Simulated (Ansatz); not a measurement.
# SiPb2C, from a guessed structure to a relaxed one, part 2 of 2

Starting from a made-up structure for SiPb2C, the aim is the relaxed cell, its shortest contacts and, where a second run follows, its electronic structure.

Ansatz 0.2.0; DFT, r2SCAN, plane-wave PAW, files of the set soft_1, scalar-relativistic, no spin, cell and ions relaxed at zero pressure; PAW set soft_1 (the session's first sound run).

So far: Starting point; Relaxing cell and atoms. The relaxed cell has a = 3.664, c = 14.177 Å (conventional setting).

## Step 3: Bands of the relaxed cell

A second self-consistent run takes a narrower smearing and the mesh shown in its input; the bands follow along the standard path of the relaxed lattice.

This step: DFT, r2SCAN, plane-wave PAW, files of the set soft_1, scalar-relativistic, no spin, bands and density of states at the relaxed cell; PAW set soft_1 (Ansatz 0.2.0).

input.yaml

```yaml
crystal:
  lattice:
    - [3.6637866564, 0.0, 0.0]
    - [-1.8318933282, 3.1729323185, 0.0]
    - [0.0, 0.0, 14.177031644]
  atoms:
    - { symbol: Pb, position: [0.6666666667, 0.3333333333, 0.9010953379] }
    - { symbol: Pb, position: [0.3333333333, 0.6666666667, 0.0989046621] }
    - { symbol: Pb, position: [0.3333333333, 0.6666666667, 0.4010953379] }
    - { symbol: Pb, position: [0.6666666667, 0.3333333333, 0.5989046621] }
    - { symbol: Si, position: [0.3333333333, 0.6666666667, 0.75] }
    - { symbol: Si, position: [0.6666666667, 0.3333333333, 0.25] }
    - { symbol: C, position: [0.0, 0.0, 0.0] }
    - { symbol: C, position: [0.0, 0.0, 0.5] }
kpoints:
  mp_grid: { grid: [10, 10, 4] }
  band_path:
    path:
      - [[0.0, 0.0, 0.0], [0.5, 0.0, 0.0], [0.33333333, 0.33333333, 0.0], [0.0, 0.0, 0.0], [0.0, 0.0, 0.5], [0.5, 0.0, 0.5], [0.33333333, 0.33333333, 0.5], [0.0, 0.0, 0.5]]
      - [[0.5, 0.0, 0.5], [0.5, 0.0, 0.0]]
      - [[0.33333333, 0.33333333, 0.0], [0.33333333, 0.33333333, 0.5]]
    npoints: 8
scf:
  occupations: { method: fermi_dirac, width: 0.03 }
  n_extra_bands: 12
hamiltonian:
  xc: r2scan
  pseudopotentials: { kind: paw, azcp: { folder: soft_1 } }
output:
  forces: true
  stress: true
  write_bands: true
  dos: { projected: true }
  write_density: true
  write_potential: true
  elf: true
  volumetric_format: npy
```

The run is started by

```bash
$ ansatz run input.yaml --threads 4 --pin off --max-ram 10240MiB --backend cpu --events-out ev --progress --plain --runs-dir out
```

Numbers of over 12 decimals in the logs are rounded to 6 here.

What it wrote:

```text
[...]
Crystal: 8 atoms, lattice volume = 164.807 Å³
Basis set: ecut = 500 eV, 4215 PW (Γ), exchange–correlation on 108×108×432 points (64 copies of the dense FFT grid, shifted against one another)
Bands: 48, of which v1, the nominal top of the filled ones, is band 36 counted from 1 (35 counted from 0)
Symmetry: 24 space group operations
[...]
k-points: 42 of 400
[...]
SCF iter   1: F=—  HF=-49464.563393 eV  |F-HF|=—  |Δ(HF+E_count)|=         —  Δρ=4.41e-2  dr2=5.77e0  dr2_τ=3.11e-1  ethr=3.10e-3  ⟨swp⟩=8.3  Hψ=9807  notcnv=0  defer=4
[...]
SCF iter  10: F=-49463.482698 eV  HF=-49463.482698 eV  |F-HF|=1.38e-8  |Δ(HF+E_count)|=   5.74e-8  Δρ=3.52e-6  dr2=3.67e-8  dr2_τ=2.24e-9  ethr=1.39e-10  ⟨swp⟩=9.0  Hψ=11840  notcnv=0
SCF 1 converged in 10 iterations: F = -49463.482698 eV  dr2 = 3.67e-8
[...]
NSCF: frozen V_eff on 75 k-points
SCF converged after 10 iterations
Free energy (F): -49463.482698 eV
[...]
Internal energy: -49463.468659 eV  (E = F + TS)
E sigma→0 (E₀):  -49463.475678 eV
Entropy (-TS):   -0.014039 eV (-1.755 meV/atom)
Fermi energy:    10.575837 eV
[...]
--- Forces (eV/Å), atoms counted from 1 ---
  atom   1  Pb     0.00000000     0.00000000    -0.09757811
  atom   2  Pb    -0.00000000    -0.00000000     0.09757811
  atom   3  Pb    -0.00000000    -0.00000000    -0.09757811
  atom   4  Pb    -0.00000000     0.00000000     0.09757811
  atom   5  Si     0.00000000    -0.00000000     0.00000000
  atom   6  Si     0.00000000     0.00000000     0.00000000
  atom   7  C     -0.00000000    -0.00000000     0.00000000
  atom   8  C      0.00000000     0.00000000     0.00000000
  max |Σ_I F_I| component: 1.39e-17 eV/Å
--- Stress (GPa, compression-positive) ---
       -0.304277       0.000000       0.000000
        0.000000      -0.304277       0.000000
        0.000000       0.000000       0.288395
  P = ⅓ Tr σ = -0.1067 GPa (-1.067 kbar)
--- Band table (eV; the first three rows and the last of 42) ---
  k-point 0: bands = [... 32 lower, 10.0639, 11.1819, 12.5588, 12.9595, 12.9595, 13.2300, 13.2300, 14.0368, ... 8 higher]
  k-point 1: bands = [... 32 lower, 10.0587, 10.9033, 12.7786, 12.9950, 12.9950, 13.1854, 13.1854, 13.6979, ... 8 higher]
  k-point 2: bands = [... 32 lower, 10.2947, 10.2947, 13.0857, 13.0857, 13.0857, 13.0857, 13.2170, 13.2170, ... 8 higher]
  k-point 41: bands = [... 32 lower, 7.8659, 7.8659, 9.0128, 9.0128, 9.4039, 9.4039, 12.0793, 12.0793, ... 8 higher]
```

Run time: 35 s. Hardware: 4 threads of Arm Neoverse N1, shared host; peak memory 1 GiB.

This step gave:

```yaml
free_energy: -49463.4827 eV
energy_at_zero_smearing: -49463.4757 eV
smearing_term_ts: 0.01404 eV
fermi_energy: 10.58 eV
pressure: -0.1067 GPa
```

bands.tsv at the labelled points (eV, zero at the Fermi level; the bands that come nearest the Fermi level along the path):

```tsv
point	band 33	band 34	band 35	band 36	band 37	band 38	band 39	band 40
Γ	-0.51	0.61	1.98	2.38	2.38	2.65	2.65	3.46
M	-2.03	-2.03	-1.91	-1.89	0.43	0.99	1.32	1.67
K	-3.54	-3.15	-2.36	-0.70	-0.48	-0.48	0.56	0.56
Γ	-0.51	0.61	1.98	2.38	2.38	2.65	2.65	3.46
A	-0.28	-0.28	2.51	2.51	2.51	2.51	2.64	2.64
L	-2.16	-2.16	-0.60	-0.60	0.27	0.27	0.81	0.81
H	-2.33	-2.33	-1.79	-1.79	-1.52	-1.52	1.88	1.88
A	-0.28	-0.28	2.51	2.51	2.51	2.51	2.64	2.64
L	-2.16	-2.16	-0.60	-0.60	0.27	0.27	0.81	0.81
M	-2.03	-2.03	-1.91	-1.89	0.43	0.99	1.32	1.67
K	-3.54	-3.15	-2.36	-0.70	-0.48	-0.48	0.56	0.56
H	-2.33	-2.33	-1.79	-1.79	-1.52	-1.52	1.88	1.88
```

States per cell as run, both spins, in windows of 1 eV, from dos.tsv (zero at the Fermi level):

| from | to | total |
| --- | --- | --- |
| -8 | -7 | 2.21 |
| -7 | -6 | 2.31 |
| -6 | -5 | 1.42 |
| -5 | -4 | 2.18 |
| -4 | -3 | 2.24 |
| -3 | -2 | 4.18 |
| -2 | -1 | 4.09 |
| -1 | 0 | 3.73 |
| 0 | 1 | 3.46 |
| 1 | 2 | 3.74 |
| 2 | 3 | 2.41 |
| 3 | 4 | 3.13 |
| 4 | 5 | 4.55 |

Below -8 eV lie 49.5 more states.

Force by atom:

| atom | x (eV/Å) | y (eV/Å) | z (eV/Å) | size |
| --- | --- | --- | --- | --- |
| Pb1 | 0.0000 | 0.0000 | -0.0976 | 0.0976 |
| Pb2 | 0.0000 | 0.0000 | 0.0976 | 0.0976 |
| Pb3 | 0.0000 | 0.0000 | -0.0976 | 0.0976 |
| Pb4 | 0.0000 | 0.0000 | 0.0976 | 0.0976 |
| Si5 | 0.0000 | 0.0000 | 0.0000 | 0.0000 |
| Si6 | 0.0000 | 0.0000 | 0.0000 | 0.0000 |
| C7 | 0.0000 | 0.0000 | 0.0000 | 0.0000 |
| C8 | 0.0000 | 0.0000 | 0.0000 | 0.0000 |

Electrostatic potential energy in the ac plane at fractional y = 0.333, with atoms of Pb and Si within 0.2 Å of it. With pseudopotentials it is smooth inside the atoms' cores, unlike the true potential.

Values in eV, 24 rows by 14 columns, each cell a mean:
```
 11  12  12  12  12  10   7   2  -5  -9  -7  -1   5   9
  8  11  12  12  10   4 -13 -27 -29 -28 -28 -29 -20  -2
  7  11  12  11   9   1 -20 -30 -27 -24 -26 -30 -25  -7
 10  12  12  12  11   8   0 -11 -20 -22 -21 -15  -4   5
 11  11  10  11  11  11  11  10   9   8   8   9  11  11
  9   7   6   7   8  10  12  13  13  13  13  13  12  11
 10   8   7   8   9  11  12  12  12  12  12  12  12  11
 11  12  12  11  11  11   9   6   2   0   1   5   8  10
  9  11  12  12  10   6  -7 -21 -27 -28 -28 -25 -13   1
  7  11  12  11   9   0 -21 -31 -27 -23 -25 -30 -26  -8
 10  12  13  12  11   6  -5 -19 -26 -28 -27 -22 -11   2
 12  12  12  12  12  11  10   7   4   2   3   6   9  11
 11  10  10  10  11  12  12  12  12  12  12  12  12  12
  7   5   3   3   6   9  11  12  12  13  13  12  11  10
  6   2  -1   0   4   7  10  11  12  13  13  12  11   9
 10   8   8   8   9  10  11  11  11  11  11  11  11  11
 11  12  12  12  12  10   7   0  -7 -11 -10  -3   5   9
 10  12  13  13  11   7  -6 -22 -19  -8 -13 -24 -13   3
 11  12  13  13  12   8  -2 -16 -21 -17 -19 -20  -7   5
 11  11  11  11  11  11   9   7   2   0   1   5   8  10
  8   6   5   5   7   9  11  12  12  12  12  12  11  10
  5   1  -1   0   3   7  10  11  12  13  13  12  11   9
  9   7   6   6   8  10  11  12  13  13  13  12  12  11
 12  11  11  11  11  12  12  12  11  11  11  12  12  12
```
Columns run along a (3.7 Å; values clipped at the 3rd and 97th percentile), rows up along c (14.2 Å). Atoms in or near the plane, at fractional coordinates: Pb at (0.67, 0.90), Pb at (0.67, 0.60), Si at (0.67, 0.25).

Valence density in the ac plane at fractional y = 0.333, with atoms of Pb and Si within 0.2 Å of it. It is the smooth field of the valence electrons, not physical close to the nuclei.

Values in e/Å³, 24 rows by 14 columns, each cell a mean:
```
0.2 0.2 0.2 0.2 0.2 0.2 0.3 0.4 0.7 0.8 0.7 0.5 0.3 0.2
0.2 0.2 0.1 0.1 0.2 0.4 1.0 2.3 4.0 5.1 4.6 2.9 1.4 0.6
0.2 0.1 0.1 0.1 0.2 0.4 1.3 3.1 5.5 6.9 6.3 4.0 1.9 0.7
0.2 0.1 0.1 0.1 0.1 0.2 0.5 1.0 1.7 2.1 1.9 1.2 0.6 0.3
0.2 0.2 0.2 0.2 0.2 0.2 0.2 0.2 0.2 0.2 0.2 0.2 0.2 0.2
0.2 0.2 0.2 0.2 0.2 0.2 0.1 0.1 0.1 0.1 0.1 0.1 0.1 0.1
0.2 0.2 0.2 0.2 0.2 0.2 0.1 0.1 0.1 0.1 0.1 0.1 0.1 0.1
0.2 0.1 0.1 0.1 0.2 0.2 0.2 0.3 0.4 0.5 0.5 0.3 0.2 0.2
0.2 0.1 0.1 0.1 0.2 0.3 0.8 1.7 2.9 3.7 3.4 2.1 1.1 0.5
0.3 0.1 0.1 0.1 0.2 0.5 1.4 3.2 5.8 7.3 6.6 4.2 2.0 0.7
0.2 0.2 0.2 0.2 0.2 0.3 0.7 1.5 2.6 3.2 3.0 1.9 0.9 0.4
0.2 0.3 0.3 0.3 0.2 0.2 0.2 0.2 0.3 0.4 0.4 0.3 0.2 0.2
0.2 0.3 0.3 0.3 0.3 0.2 0.1 0.1 0.1 0.1 0.1 0.1 0.1 0.2
0.3 0.4 0.5 0.4 0.3 0.2 0.1 0.1 0.1 0.1 0.1 0.1 0.1 0.2
0.3 0.4 0.5 0.5 0.4 0.2 0.1 0.1 0.1 0.1 0.1 0.1 0.1 0.2
0.2 0.2 0.2 0.2 0.2 0.2 0.2 0.2 0.2 0.2 0.2 0.2 0.2 0.2
0.2 0.1 0.1 0.1 0.1 0.2 0.3 0.3 0.3 0.3 0.3 0.3 0.3 0.2
0.2 0.1 0.1 0.1 0.1 0.2 0.3 0.3 0.2 0.2 0.2 0.3 0.3 0.3
0.2 0.1 0.1 0.1 0.1 0.2 0.3 0.3 0.3 0.3 0.3 0.3 0.3 0.3
0.2 0.1 0.1 0.1 0.1 0.2 0.2 0.3 0.3 0.3 0.3 0.3 0.2 0.2
0.2 0.3 0.3 0.3 0.3 0.2 0.2 0.1 0.1 0.1 0.1 0.1 0.1 0.2
0.3 0.4 0.5 0.5 0.4 0.2 0.1 0.1 0.1 0.1 0.1 0.1 0.1 0.2
0.3 0.3 0.4 0.4 0.3 0.2 0.1 0.1 0.1 0.0 0.1 0.1 0.1 0.2
0.2 0.3 0.3 0.3 0.3 0.2 0.1 0.1 0.1 0.1 0.1 0.1 0.1 0.2
```
Columns run along a (3.7 Å), rows up along c (14.2 Å). Atoms in or near the plane, at fractional coordinates: Pb at (0.67, 0.90), Pb at (0.67, 0.60), Si at (0.67, 0.25).

ELF in the ac plane at fractional y = 0.333, with atoms of Pb and Si within 0.2 Å of it. It is the smooth field of the valence electrons, not physical close to the nuclei.

Ten even steps from '_' (0.01) to '@' (0.77), each cell a mean:
```
==++****++------======------
--::::::----====::....--====
--::....::==++--______::====
----::::----================
++**####**++==------------==
%%@@@@@@%%**==::........--++
##%%@@%%%%**==::::....::--++
==++++++++==================
--::..::--==++==--::--==++==
--::....::==++--______::====
----==------====------====--
++**##**++--::::------::::--
==++++++==--::..______....--
------------::..________..::
--========--::::........::--
------------==++******++====
++--::--==**%%@@@@@@@@@@@@##
##==::--++%%@@%%##%%%%%%@@@@
**--::--++%%@@@@%%%%%%%%@@@@
==--------++##@@@@@@@@@@%%**
----====--------======------
--======----::....____..::--
----------::....________..::
++******++--::............--
```
Columns run along a (3.7 Å), rows up along c (14.2 Å). Atoms in or near the plane, at fractional coordinates: Pb at (0.67, 0.90), Pb at (0.67, 0.60), Si at (0.67, 0.25).

## Step 4: Summary of results

| Property | Result |
| --- | --- |
| space group, relaxed | P6_3/mmc |
| conventional cell | a = 3.664, b = 3.664, c = 14.177 Å; α = 90.0°, β = 90.0°, γ = 120.0° |
| volume per atom | 20.60 Å³ (guess 20.86) |

SiPb2C relaxes to P6_3/mmc with a = 3.664, b = 3.664 and c = 14.177 Å. The guessed volume was near the relaxed one. The space group P6_3/mmc was held in the relaxation, so the end point is a stationary structure within it and may be a saddle against distortions or other arrangements. Bands cross the Fermi level, so it is a metal or semimetal at this level. On the 10×10×4 mesh with the narrower smearing (relaxed on 9×9×2) the largest force component is 0.098 eV/Å and the largest stress component is 0.304 GPa, against the relaxation's thresholds of 0.015 eV/Å and 0.05 GPa. The cutoff wasn't tested. Spin-orbit coupling is left out, which can matter for elements this heavy. No dispersion term is used, so weakly bound directions may come out too long. Nothing here tests whether the compound is stable against decomposition.

[Logs are printed without paths, hosts, clocks, repeated set-up lines and the standing remarks that a program may print on its own settings, such as how far it seeks lower states.]

[Hosts, paths, dates, database ids (printed as entryN), source tags and the programs' standing remarks are cut or masked in the printed files.]
